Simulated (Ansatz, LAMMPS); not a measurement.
# A frame of aqueous Zn2+ and BF4-, 3.4 mol of salt per kg of water from 400 K (180 atoms): where an added charge goes, part 3 of 3

Aim: add and remove one electron in a frame of aqueous Zn2+ and BF4-, 3.4 mol of salt per kg of water from 400 K (180 atoms), with atoms held and relaxed, and read trapping energy and localisation.

Ansatz 0.2.0; Kohn-Sham DFT, PBE+D4, PAW (set soft_2), plane waves.

The cell: 6 B, 24 F, 49 O, 98 H and 3 Zn. The network of contacts between molecules at the start is that of the classical potential that made the cell. Sampling is at Γ alone, for a cell whose shortest periodic width is 12 Å. The liquid is relaxed first.

So far. Step 6 (An extra electron, atoms relaxed): The relaxation converged after 2 steps, 0.0107 eV below its start, with a largest force component of 0.046 eV/Å. Step 6 (An extra electron, atoms relaxed): An extra electron, atoms relaxed: the energy stands 3.16 eV above that of the reference. An odd electron should give 1 μB; this run ended with the carrier shared between both spins.

### 7. An extra electron, levels at the relaxed geometry

A single point at the new geometry gives levels and spin density.

Input file input.yaml:

```yaml
crystal:
  lattice:
    - [12.19687, 0.0, 0.0]
    - [0.0, 12.19687, 0.0]
    - [0.0, 0.0, 12.19687]
  atoms:
    - { symbol: B, position: [0.29912, 0.31235, 0.08836] }
    - { symbol: F, position: [0.21749, 0.31601, 0.17062] }
    - { symbol: F, position: [0.34982, 0.2098, 0.08684] }
    - { symbol: F, position: [0.37709, 0.39619, 0.1051] }
    - { symbol: F, position: [0.24764, 0.33116, 0.98378] }
    - { symbol: B, position: [0.14702, 0.56373, 0.86229] }
    [... 168 atom lines left out ...]
    - { symbol: O, position: [0.8005, 0.21218, 0.23494] }
    - { symbol: H, position: [0.86, 0.26536, 0.21696] }
    - { symbol: H, position: [0.73413, 0.24109, 0.19691] }
    - { symbol: Zn, position: [0.81689, 0.0456, 0.2364] }
    - { symbol: Zn, position: [0.34285, 0.25661, 0.67225] }
    - { symbol: Zn, position: [0.01771, 0.62779, 0.60367] }
total_charge: -1
kpoints:
  mp_grid: { grid: [1, 1, 1] }
hamiltonian:
  xc: pbe
  dispersion: d4
scf:
  occupations: { method: fermi_dirac, width: 0.01 }
  lower_state_search: "off"
output:
  forces: true
  stress: true
  populations: intrinsic
  dos:
    method: { smearing: { sigma: 0.08 } }
    de: 0.1
    projected: { site_lists: { B: [B], F: [F], H: [H], O: [O], Zn: [Zn] } }
  eigenvalues: true
  write_density: true
  write_potential: true
  volumetric_format: npy
magnetization:
  spin_polarized: true
  initial_magnetization: 1
```

Launch:

```bash
$ ansatz run input.yaml --threads 4 --pin off --max-ram 8192MiB --backend cpu --events-out ev --progress --plain --runs-dir out
```

Numbers of over 12 decimals in the logs are rounded to 6 here.

What it wrote:

```text
[...]
Crystal: 180 atoms, lattice volume = 1814.451 Å³
Basis set: ecut = 420 eV, 35513 PW (Γ), exchange–correlation on 180×180×180 points (8 copies of the dense FFT grid, shifted against one another)
Bands: 488, of which v1, the nominal top of the filled ones, is band 308 counted from 1 (307 counted from 0)
Symmetry: 1 space group operations
[...]
k-points: 1
[... 11 lines on functional and potentials left out ...]
Starting moments: Σ|m| = 1 μB on 180 of 180 sites
[...]
SCF iter   1: F=—  HF=-59789.615246 eV  |F-HF|=—  |Δ(HF+E_count)|=         —  Δρ=6.19e-2 (↑6.17e-2 ↓6.19e-2)  dr2=2.39e2  dr2_m=4.43e-2  M=1.000 μB ∫|m|=1.035 μB  β_m=1.00  ethr=3.10e-3  ⟨swp⟩=6.0  Hψ=4336  notcnv=0  defer=72
[...]
SCF iter   2: F=—  HF=-59728.401889 eV  |F-HF|=—  |Δ(HF+E_count)|=         —  Δρ=3.02e-2 (↑3.00e-2 ↓3.02e-2)  dr2=5.52e1  dr2_m=2.07e-2  M=0.888 μB ∫|m|=0.950 μB  β_m=0.30  ethr=3.10e-3  ⟨swp⟩=3.0  Hψ=1716  notcnv=0  defer=348
[...]
SCF iter   7: F=—  HF=-59711.655567 eV  |F-HF|=—  |Δ(HF+E_count)|=   2.84e-2  Δρ=4.79e-4 (↑4.79e-4 ↓4.17e-4)  dr2=3.30e-3  dr2_m=2.01e-3  M=0.062 μB ∫|m|=0.096 μB  β_m=0.30  ethr=9.37e-6  ⟨swp⟩=3.0  Hψ=1026  notcnv=0  defer=348
[...]
SCF iter   9: F=—  HF=-59711.659054 eV  |F-HF|=—  |Δ(HF+E_count)|=   2.06e-3  Δρ=9.04e-5 (↑9.04e-5 ↓8.42e-5)  dr2=2.33e-4  dr2_m=4.06e-5  M=0.009 μB ∫|m|=0.016 μB  β_m=0.59  ethr=2.20e-7  ⟨swp⟩=3.0  Hψ=1527  notcnv=0  defer=348
[...]
SCF iter  14: F=-59711.662962 eV  HF=-59711.662962 eV  |F-HF|=7.15e-9  |Δ(HF+E_count)|=   8.61e-9  Δρ=5.35e-7 (↑4.98e-7 ↓5.35e-7)  dr2=7.91e-9  dr2_m=1.41e-9  M=0.000 μB ∫|m|=0.000 μB  β_m=0.62  ethr=6.19e-12  ⟨swp⟩=7.0  Hψ=4881  notcnv=0
SCF iter  15: F=-59711.662962 eV  HF=-59711.662962 eV  |F-HF|=1.89e-10  |Δ(HF+E_count)|=   1.03e-9  Δρ=1.75e-7 (↑1.24e-7 ↓1.75e-7)  dr2=2.65e-10  dr2_m=2.81e-10  M=-0.000 μB ∫|m|=0.000 μB  ethr=1.29e-12  ⟨swp⟩=6.0  Hψ=4591  notcnv=0
[...]
SCF 1 converged in 15 iterations: F = -59711.662962 eV  dr2 = 2.65e-10
[...]
SCF converged after 15 iterations
Magnetization: -0.0000 μB (307.5000 up, 307.5000 down)
Absolute magnetization: 0.0001 μB (∫|ρ↑−ρ↓|, with the PAW one-centre terms)
[...]
Per-site moments (μB) at R_I (Å): [(-5.849868085466076e-10, 0.575613), (-1.2755476863489704e-9, 0.583350), (2.0864259851847046e-8, 0.575613), (-1.066636453868768e-8, 0.582159), (-2.7052264193143607e-8, 0.594045), [...]
Free energy (F): -59711.662962 eV
[...]
Internal energy: -59711.649099 eV  (E = F + TS)
E sigma→0 (E₀):  -59711.656031 eV
Entropy (-TS):   -0.013863 eV (-0.077 meV/atom)
Fermi energy:    3.219640 eV
[...]
Σ components = -59711.662962   (vs F -59711.662962, Δ=0.00e0)
--- Forces (eV/Å), atoms counted from 1 ---
  atom   1  B     -0.01940781    -0.01365557     0.00856582
  atom   2  F      0.00989592     0.02242722    -0.01501278
  atom   3  F      0.00093887    -0.00147128    -0.00184158
  atom   4  F      0.01308894     0.00868756    -0.00946993
[...]
atom 180  Zn    -0.00356640     0.01432100    -0.02756780
  max |Σ_I F_I| component: 2.31e-6 eV/Å
--- Stress (GPa, compression-positive) ---
       -0.035048       0.058913      -0.128785
        0.058910       0.067750       0.180207
       -0.128786       0.180206      -0.059193
  P = ⅓ Tr σ = -0.0088 GPa (-0.088 kbar)
--- Band table (eV) ---
[...]
--- intrinsic populations: 180 sites ---
  site symbol       q [e]    m [muB]
     0      B      2.1504    -0.0000
     1      F      7.4062    -0.0000
     2      F      7.4221     0.0000
[...]
179     Zn     10.5471     0.0000
  spilling = 0.000000 (of n_electrons = 615.000000)
```

Elapsed: 2 min, on 4 threads of Arm Neoverse V1, shared host; peak memory 4.7 GiB; 8.1 min of CPU time.

An extra electron, levels at the relaxed geometry: the energy stands 3.16 eV above that of the reference. An odd electron should give 1 μB; this run ended with the carrier shared between both spins.

The levels nearest the highest filled one (over half full), pooled over k-points and spins:

```csv
level less the highest filled one (eV),occupation
-4.98,1
-4.98,1
0,0.5
0,0.5
1.17,0
1.17,0
1.19,0
1.19,0
```

### 8. Neutral at the geometry of the electron

The neutral cell at the new geometry gives the energy of that geometry without the charge.

Input file input.yaml:

```yaml
crystal:
  lattice:
    - [12.19687, 0.0, 0.0]
    - [0.0, 12.19687, 0.0]
    - [0.0, 0.0, 12.19687]
  atoms:
    [... the 180 atom lines of step 7 ...]
kpoints:
  mp_grid: { grid: [1, 1, 1] }
hamiltonian:
  xc: pbe
  dispersion: d4
scf:
  occupations: { method: fixed }
output:
  forces: true
  stress: true
  populations: intrinsic
  dos:
    method: { smearing: { sigma: 0.08 } }
    de: 0.1
    projected: { site_lists: { B: [B], F: [F], H: [H], O: [O], Zn: [Zn] } }
  eigenvalues: true
```

What it wrote:

```text
[...]
Crystal: 180 atoms, lattice volume = 1814.451 Å³
Basis set: ecut = 420 eV, 35513 PW (Γ), exchange–correlation on 180×180×180 points (8 copies of the dense FFT grid, shifted against one another)
Bands: 487, of which v1, the nominal top of the filled ones, is band 307 counted from 1 (306 counted from 0)
Symmetry: 1 space group operations
[...]
k-points: 1
[...]
SCF iter   1: F=—  HF=-59714.930765 eV  |F-HF|=—  |Δ(HF+E_count)|=         —  Δρ=2.92e-3  dr2=1.65e-1  ethr=1.77e-3  ⟨swp⟩=5.0  Hψ=1630  notcnv=0  defer=174
[...]
SCF iter   9: F=-59714.815281 eV  HF=-59714.815281 eV  |F-HF|=2.28e-9  |Δ(HF+E_count)|=   2.77e-8  Δρ=1.15e-6  dr2=2.12e-8  ethr=1.63e-11  ⟨swp⟩=15.0  Hψ=3734  notcnv=0
SCF 1 converged in 9 iterations: F = -59714.815281 eV  dr2 = 2.12e-8
[...]
SCF converged after 9 iterations
Free energy (F): -59714.815281 eV
[...]
Internal energy: -59714.815281 eV  (E = F + TS)
E sigma→0 (E₀):  -59714.815281 eV
Fermi energy:    -1.785303 eV
[...]
--- Forces (eV/Å), atoms counted from 1 ---
  atom   1  B     -0.01152862     0.03208325     0.01333235
  atom   2  F      0.00266930    -0.00548883    -0.00408670
  atom   3  F      0.00760822    -0.03127968    -0.00556785
  atom   4  F      0.00097609     0.00481608    -0.00045432
  atom   5  F     -0.00242387    -0.01279073    -0.00794085
  atom   6  B      0.00604107    -0.00179058     0.00854373
  atom   7  F     -0.00332703     0.00907434    -0.00649907
  atom   8  F     -0.00089551    -0.01139789    -0.02195112
  atom   9  F     -0.00198637    -0.00007691    -0.01982308
  atom  10  F     -0.00023089     0.00540491     0.00588304
  atom  11  B     -0.02025335     0.00593970    -0.01996978
  atom  12  F      0.00679067    -0.00345934     0.00455277
  atom  13  F      0.01490300    -0.00313507     0.00461822
  atom  14  F      0.00645566    -0.00674032     0.00555176
[...]
atom 179  Zn     0.01058864     0.02918273     0.01995408
  atom 180  Zn    -0.01480980    -0.00365404     0.01334096
  max |Σ_I F_I| component: 1.10e-4 eV/Å
--- Stress (GPa, compression-positive) ---
       -0.296296       0.052320      -0.129719
        0.052318      -0.175984       0.183564
       -0.129720       0.183563      -0.288917
  P = ⅓ Tr σ = -0.2537 GPa (-2.537 kbar)
--- Band table (eV) ---
[...]
--- intrinsic populations: 180 sites ---
  site symbol       q [e]
     0      B      2.1452
     1      F      7.4053
     2      F      7.4223
[...]
179     Zn     10.5112
  spilling = -0.000000 (of n_electrons = 614.000000)
```

Elapsed: 44 s, on 4 threads; peak memory 2.8 GiB.

Neutral at the geometry of the electron: the energy stands 0.00604 eV above that of the reference.

### 9. An extra hole, atoms held

The electron count changes by one with the atoms held: a vertical process, on a uniform background, with spin and a narrow Fermi–Dirac smearing. Its energy against the neutral cell hangs on the program's zero of potential.

input.yaml: that of step 8 with these lines changed.

```diff
@@ -6,3 +6,4 @@
   atoms:
-    [... the 180 atom lines of step 7 ...]
+    [... the 180 atom lines of step 4 ...]
+total_charge: 1
 kpoints:
@@ -13,3 +14,4 @@
 scf:
-  occupations: { method: fixed }
+  occupations: { method: fermi_dirac, width: 0.01 }
+  lower_state_search: "off"
 output:
@@ -23 +25,7 @@
   eigenvalues: true
+  write_density: true
+  write_potential: true
+  volumetric_format: npy
+magnetization:
+  spin_polarized: true
+  initial_magnetization: 1
```

What it wrote:

```text
[...]
Pseudopotentials: kind: paw
Pseudopotential: B, paw, valence charge 3, recommended cutoff 420 eV (normal), B.paw.azcp
Pseudopotential: F, paw, valence charge 7, recommended cutoff 420 eV (normal), F.paw.azcp
Pseudopotential: O, paw, valence charge 6, recommended cutoff 420 eV (normal), O.paw.azcp
Pseudopotential: H, paw, valence charge 1, recommended cutoff 420 eV (normal), H.paw.azcp
Pseudopotential: Zn, paw, valence charge 12, recommended cutoff 420 eV (normal), Zn.paw.azcp
[... 5 lines on functional and potentials left out ...]
Crystal: 180 atoms, lattice volume = 1814.451 Å³
Basis set: ecut = 420 eV, 35513 PW (Γ), exchange–correlation on 180×180×180 points (8 copies of the dense FFT grid, shifted against one another)
Bands: 487, of which v1, the nominal top of the filled ones, is band 307 counted from 1 (306 counted from 0)
Symmetry: 1 space group operations
Space group: P1 (ITA 1), of the structure as read, at distance tolerance 1.2e-4 Å
Magnetic group: BNS 1.1 (UNI 1), of the structure as read, at distance tolerance 1.2e-4 Å
k-points: 1
[... 11 lines on functional and potentials left out ...]
Starting moments: Σ|m| = 1 μB on 180 of 180 sites
Initial wavefunctions: pseudopotential atomic-orbital guess
[...]
SCF iter   1: F=—  HF=-59797.763890 eV  |F-HF|=—  |Δ(HF+E_count)|=         —  Δρ=6.52e-2 (↑6.38e-2 ↓6.52e-2)  dr2=2.59e2  dr2_m=3.11e-1  M=1.000 μB ∫|m|=1.058 μB  β_m=1.00  ethr=3.10e-3  ⟨swp⟩=6.0  Hψ=4320  notcnv=0  defer=60
preconditioner: auto → none  [metal: Δε(μ)=0.012 eV  Ē_g=19.776 eV  σ=0.010 eV  W_gap=0.28  n_scr=364 (ndim 8)  ℏωp=21.6 eV  f_vac=0.180  D(μ)=60.56/eV (n_scr^D=460)  sad-step TF]
[...]
SCF iter  16: F=—  HF=-59712.807730 eV  |F-HF|=—  |Δ(HF+E_count)|=   1.02e-2  Δρ=6.24e-3 (↑5.08e-3 ↓6.24e-3)  dr2=3.84e0  dr2_m=6.02e-3  M=0.138 μB ∫|m|=0.160 μB  β_m=0.30  ethr=9.19e-5  ⟨swp⟩=3.0  Hψ=654  notcnv=0  defer=346
Mixer restart at iter 16: flushing history
spin-set hold released at iteration 16 (site moments' squared step at or under half its running peak, from the soft ceiling on): the magnetisation degrees of freedom join the quasi-Newton model from the next iteration; the mixer history was flushed
SCF iter  17: F=—  HF=-59713.639588 eV  |F-HF|=—  |Δ(HF+E_count)|=   8.32e-1  Δρ=7.70e-3 (↑4.92e-3 ↓7.70e-3)  dr2=3.44e0  dr2_m=1.05e-1  M=0.638 μB ∫|m|=0.660 μB  β_m=0.23  ethr=9.19e-5  ⟨swp⟩=5.0  Hψ=1814  notcnv=0  defer=346
SCF iter  18: F=—  HF=-59713.127500 eV  |F-HF|=—  |Δ(HF+E_count)|=   5.12e-1  Δρ=5.99e-3 (↑3.56e-3 ↓5.99e-3)  dr2=2.50e0  dr2_m=3.35e-2  M=0.317 μB ∫|m|=0.348 μB  β_m=0.17  ethr=9.19e-5  ⟨swp⟩=3.0  Hψ=1714  notcnv=0  defer=346
[...]
iter 70 did not close the SCF: its close was put off for a magnetic moment that had not settled (scf_convergence_deferred on its scf_iter line)
SCF iter  70: F=-59712.734252 eV  HF=-59712.734252 eV  |F-HF|=2.74e-8  |Δ(HF+E_count)|=   2.79e-9  Δρ=1.15e-6 (↑4.67e-7 ↓1.15e-6)  dr2=3.40e-8  dr2_m=7.48e-9  M=0.999 μB ∫|m|=1.085 μB  β_m=0.14  ethr=8.36e-12  ⟨swp⟩=6.0  Hψ=4449  notcnv=0
Error: SIGTERM received: cancelled by the caller after 70 completed SCF iterations
```

It took 3.8 min on 4 threads; peak memory 4.8 GiB.

Residual by cycle:

cycle, log10 residual and a bar from the least value:
```
        1        2.4 ##############################
        7        0.7 #########################
       14        0.5 ########################
       20        0.0 #######################
       26        0.8 #########################
       32       -0.7 ####################
       39       -1.6 ##################
       45        0.4 ########################
       51       -1.5 ##################
       57       -3.2 #############
       64       -5.2 #######
       70       -7.5
```

The run was cut off at its time limit.

After 70 cycles the residual stands at 3.4e-8.

The program's message: “Error: SIGTERM received: cancelled by the caller after 70 completed SCF iterations”

### 10. An extra hole, atoms relaxed

The atoms now respond to the charge; the energy gained comes from screening by the atoms, from trapping if the charge localises, and from any strain left in the reference.

input.yaml, the sections that differ from step 9:

```yaml
output:
  forces: true
relax:
  f_tol: 0.05
  max_steps: 90
# crystal, total_charge, kpoints, hamiltonian, scf, magnetization: as in step 9
```

What it wrote:

```text
[...]
Pseudopotentials: kind: paw
Pseudopotential: B, paw, valence charge 3, recommended cutoff 420 eV (normal), B.paw.azcp
Pseudopotential: F, paw, valence charge 7, recommended cutoff 420 eV (normal), F.paw.azcp
Pseudopotential: O, paw, valence charge 6, recommended cutoff 420 eV (normal), O.paw.azcp
Pseudopotential: H, paw, valence charge 1, recommended cutoff 420 eV (normal), H.paw.azcp
Pseudopotential: Zn, paw, valence charge 12, recommended cutoff 420 eV (normal), Zn.paw.azcp
[...]
Crystal: 180 atoms, lattice volume = 1814.451 Å³
Basis set: ecut = 420 eV, 35513 PW (Γ), exchange–correlation on 180×180×180 points (8 copies of the dense FFT grid, shifted against one another)
Bands: 487, of which v1, the nominal top of the filled ones, is band 307 counted from 1 (306 counted from 0)
Symmetry: 1 space group operations
Space group: P1 (ITA 1), of the structure as read, at distance tolerance 1.2e-4 Å
Magnetic group: BNS 1.1 (UNI 1), of the structure as read, at distance tolerance 1.2e-4 Å
k-points: 1
[...]
Starting moments: Σ|m| = 1 μB on 180 of 180 sites
Initial wavefunctions: pseudopotential atomic-orbital guess
[...]
SCF iter   1: F=—  HF=-59797.763889 eV  |F-HF|=—  |Δ(HF+E_count)|=         —  Δρ=6.52e-2 (↑6.38e-2 ↓6.52e-2)  dr2=2.59e2  dr2_m=3.11e-1  M=1.000 μB ∫|m|=1.058 μB  β_m=1.00  ethr=3.10e-3  ⟨swp⟩=6.0  Hψ=4320  notcnv=0  defer=60
preconditioner: auto → none  [metal: Δε(μ)=0.012 eV  Ē_g=19.776 eV  σ=0.010 eV  W_gap=0.28  n_scr=364 (ndim 8)  ℏωp=21.6 eV  f_vac=0.180  D(μ)=60.56/eV (n_scr^D=460)  sad-step TF]
[...]
SCF iter  16: F=—  HF=-59712.807742 eV  |F-HF|=—  |Δ(HF+E_count)|=   1.02e-2  Δρ=6.24e-3 (↑5.08e-3 ↓6.24e-3)  dr2=3.84e0  dr2_m=6.02e-3  M=0.138 μB ∫|m|=0.160 μB  β_m=0.30  ethr=9.19e-5  ⟨swp⟩=3.0  Hψ=654  notcnv=0  defer=346
Mixer restart at iter 16: flushing history
spin-set hold released at iteration 16 (site moments' squared step at or under half its running peak, from the soft ceiling on): the magnetisation degrees of freedom join the quasi-Newton model from the next iteration; the mixer history was flushed
SCF iter  17: F=—  HF=-59713.639598 eV  |F-HF|=—  |Δ(HF+E_count)|=   8.32e-1  Δρ=7.70e-3 (↑4.92e-3 ↓7.70e-3)  dr2=3.44e0  dr2_m=1.05e-1  M=0.638 μB ∫|m|=0.660 μB  β_m=0.23  ethr=9.19e-5  ⟨swp⟩=5.0  Hψ=1814  notcnv=0  defer=346
SCF iter  18: F=—  HF=-59713.127484 eV  |F-HF|=—  |Δ(HF+E_count)|=   5.12e-1  Δρ=5.99e-3 (↑3.56e-3 ↓5.99e-3)  dr2=2.50e0  dr2_m=3.35e-2  M=0.316 μB ∫|m|=0.348 μB  β_m=0.17  ethr=9.19e-5  ⟨swp⟩=3.0  Hψ=1714  notcnv=0  defer=346
[...]
SCF iter  66: F=-59712.734251 eV  HF=-59712.734252 eV  |F-HF|=1.04e-6  |Δ(HF+E_count)|=   8.86e-8  Δρ=7.94e-6 (↑3.81e-6 ↓7.94e-6)  dr2=1.30e-6  dr2_m=4.73e-7  M=0.999 μB ∫|m|=1.085 μB  β_m=0.11  ethr=6.89e-10  ⟨swp⟩=1.0  Hψ=1610  notcnv=0
SCF iter  67: F=-59712.734251 eV  HF=-59712.734252 eV  |F-HF|=1.36e-6  |Δ(HF+E_count)|=   8.64e-8  Δρ=7.98e-6 (↑2.71e-6 ↓7.98e-6)  dr2=1.62e-6  dr2_m=3.78e-7  M=0.999 μB ∫|m|=1.085 μB  ethr=2.12e-10  ⟨swp⟩=1.0  Hψ=1790  notcnv=0
SCF 1 converged in 67 iterations: F = -59712.734251 eV  dr2 = 1.62e-6
[...]
relax step   1: F+E_penalty+E_count = -59712.73425101 eV  Δ(F+E_penalty+E_count) = +0.000e0 eV  max|allowed force component| = 2.718e-1 eV/Å  Δτ_max = 0.0000 Å  (67 SCF iters, dr2 threshold 6.25e-5 eV, accepted)
[...]
relax step   2: F+E_penalty+E_count = -59712.79101967 eV  Δ(F+E_penalty+E_count) = -5.677e-2 eV  max|allowed force component| = 1.820e-1 eV/Å  Δτ_max = 0.0554 Å  (34 SCF iters, dr2 threshold 4.62e-6 eV, accepted)
[...]
relax step   3: F+E_penalty+E_count = -59712.82026954 eV  Δ(F+E_penalty+E_count) = -2.925e-2 eV  max|allowed force component| = 8.155e-2 eV/Å  Δτ_max = 0.0477 Å  (35 SCF iters, accepted)
Step cancelled. What follows is not a result of the run: it is the report of the last solve that finished, which converged after 35 SCF iterations.
Magnetization: 0.9998 μB (306.9999 up, 306.0001 down)
Absolute magnetization: 1.0874 μB (∫|ρ↑−ρ↓|, with the PAW one-centre terms)
Spin contamination: 0.0005 ħ² per cell (⟨S²⟩ above its minimum at these occupations)
Per-site moments (μB) at R_I (Å): [(-3.4395935683946043e-6, 0.576366), (0.000182392, 0.583701), (0.000202534, 0.576366), (9.706702270951996e-5, 0.581541), (5.343001174791149e-5, 0.594907), [...]
Free energy (F): -59712.820270 eV
Harris-Foulkes:  -59712.820270 eV  (|F-HF|=8.88e-10)
Internal energy: -59712.801433 eV  (E = F + TS)
E sigma→0 (E₀):  -59712.810852 eV
Entropy (-TS):   -0.018836 eV (-0.105 meV/atom)
Fermi energy:    -2.039510 eV
--- Per-component energies (eV) ---
[...]
Σ components = -59712.820270   (vs F -59712.820270, Δ=0.00e0)
--- Forces (eV/Å), atoms counted from 1 ---
  atom   1  B      0.03114017     0.03502606     0.03476292
  atom   2  F      0.00110321    -0.00740707    -0.00554170
  atom   3  F      0.01582309    -0.02001896    -0.00471045
  atom   4  F     -0.01626359    -0.02474141    -0.00838012
[...]
atom 180  Zn     0.02808872     0.02815557     0.01494327
  max |Σ_I F_I| component: 8.85e-6 eV/Å
End of that report.
Error: SIGTERM received: cancelled by the caller after 3 completed ionic steps
```

It took 7.3 min on 4 threads; peak memory 4.6 GiB.

The run was cut off at its time limit.

The program's message: “Error: SIGTERM received: cancelled by the caller after 3 completed ionic steps”

The session had allowed this step about 7.3 min.

### 11. Energies and spread of the extra charge

Energies are differences within one cell and functional; the shift is the gain plus the neutral cell's energy at the new geometry, that is how much cheaper the vertical process becomes there. The spread is the participation number of the site moments (1/Σw², over the spin inside atomic spheres), with the atom that holds the largest share and the spin that the spheres hold in all.

```csv
carrier,"charged less neutral, atoms held (eV)",gain on relaxing (eV),"neutral cell at that geometry, less the reference (eV)",shift of the vertical energy (eV),"spread, atoms held","spread, relaxed"
electron,3.169,0.011,0.006,0.017,-,-
```

### 12. Outcome

The extra electron gains 0.011 eV as the atoms relax: so small a gain shows no trapping at this level. The cell with the electron keeps a moment of only 0.00 μB where one unpaired electron should give 1 μB: the carrier is shared between both spins, which can hide trapping. The runs for the hole were not obtained.

**Limits.** Single energies of charged cells hang on the program's zero of potential. In the spin-polarised runs the search for a state of lower energy was switched off. No distortion was seeded, so a trapped state behind a barrier can't be found. Local and semilocal functionals favour spread-out charges, so trapping can be missed. The concentration wasn't checked against solubility and may exceed it. The density was typed from a rule of thumb and may lie off the real one at this temperature. Charged cells carry a uniform background, with no correction for images.

The DFT runs together took 44 min of wall time.

[Logs are printed without paths, hosts, clocks, repeated set-up lines and the standing remarks that a program may print on its own settings, such as how far it seeks lower states.]

[Hosts, paths, dates, database ids (printed as entryN), source tags and the programs' standing remarks are cut or masked in the printed files.]
